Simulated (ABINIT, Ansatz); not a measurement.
Planning a run of ABINIT 10.8.3 on CdF2 (Fm-3m). The input:

```
acell 3*1.0 Angstrom
rprim 
  0.000000000000 2.694000000000 2.694000000000
  2.694000000000 0.000000000000 2.694000000000
  2.694000000000 2.694000000000 -0.000000000000
ntypat 2
znucl 48 9
natom 3
typat 1 2 2
xred 
  0.000000000000 0.000000000000 0.000000000000
  0.250000000000 0.250000000000 0.250000000000
  0.750000000000 0.750000000000 0.750000000000
pp_dirpath "pseudos"
pseudos "Cd.upf, F.upf"
ecut 47
ngkpt 6 6 6
nshiftk 1
shiftk 0.11 0.21 0.31
kptopt 3
chksymbreak 0
iscf -2
irdden 1
istwfk *1
nband 32
nbdbuf 4
tolwfr 1e-09
nstep 60
prtvol 0
indata_prefix "in"
outdata_prefix "out"
tmpdata_prefix "tmp"
```

```sh
OMP_NUM_THREADS=1 mpirun -n 8 abinit run.abi > log
```

Q: How long will it take on 8 MPI ranks of AMD EPYC 7R43, shared host, and how much memory?

It took 62 s; on shared hardware allow 31 s to 2.1 min. Peak host memory was 1.0 GiB.

[Paths, hosts, dates, memory and timing lines, banners, echoed tables and standing remarks are left out of the program output.]

[Logs are printed without paths, hosts, clocks, repeated set-up lines and the standing remarks that a program may print on its own settings, such as how far it seeks lower states.]

[Runs of the session that timed out or met a known fault of the program may be left out.]

[Hosts, paths, dates, database ids (printed as entryN), source tags and the programs' standing remarks are cut or masked in the printed files.]

[G0W0 gaps are taken among the corrected bands and points alone; a level outside them can change the order at an edge.]

[Where Ansatz stands beside ABINIT at settings called matched, ABINIT's density can come from a denser mesh and the files from another edition; pairs whose starting gaps differed by over 0.03 eV were left out, so agreement reads better than it is.]
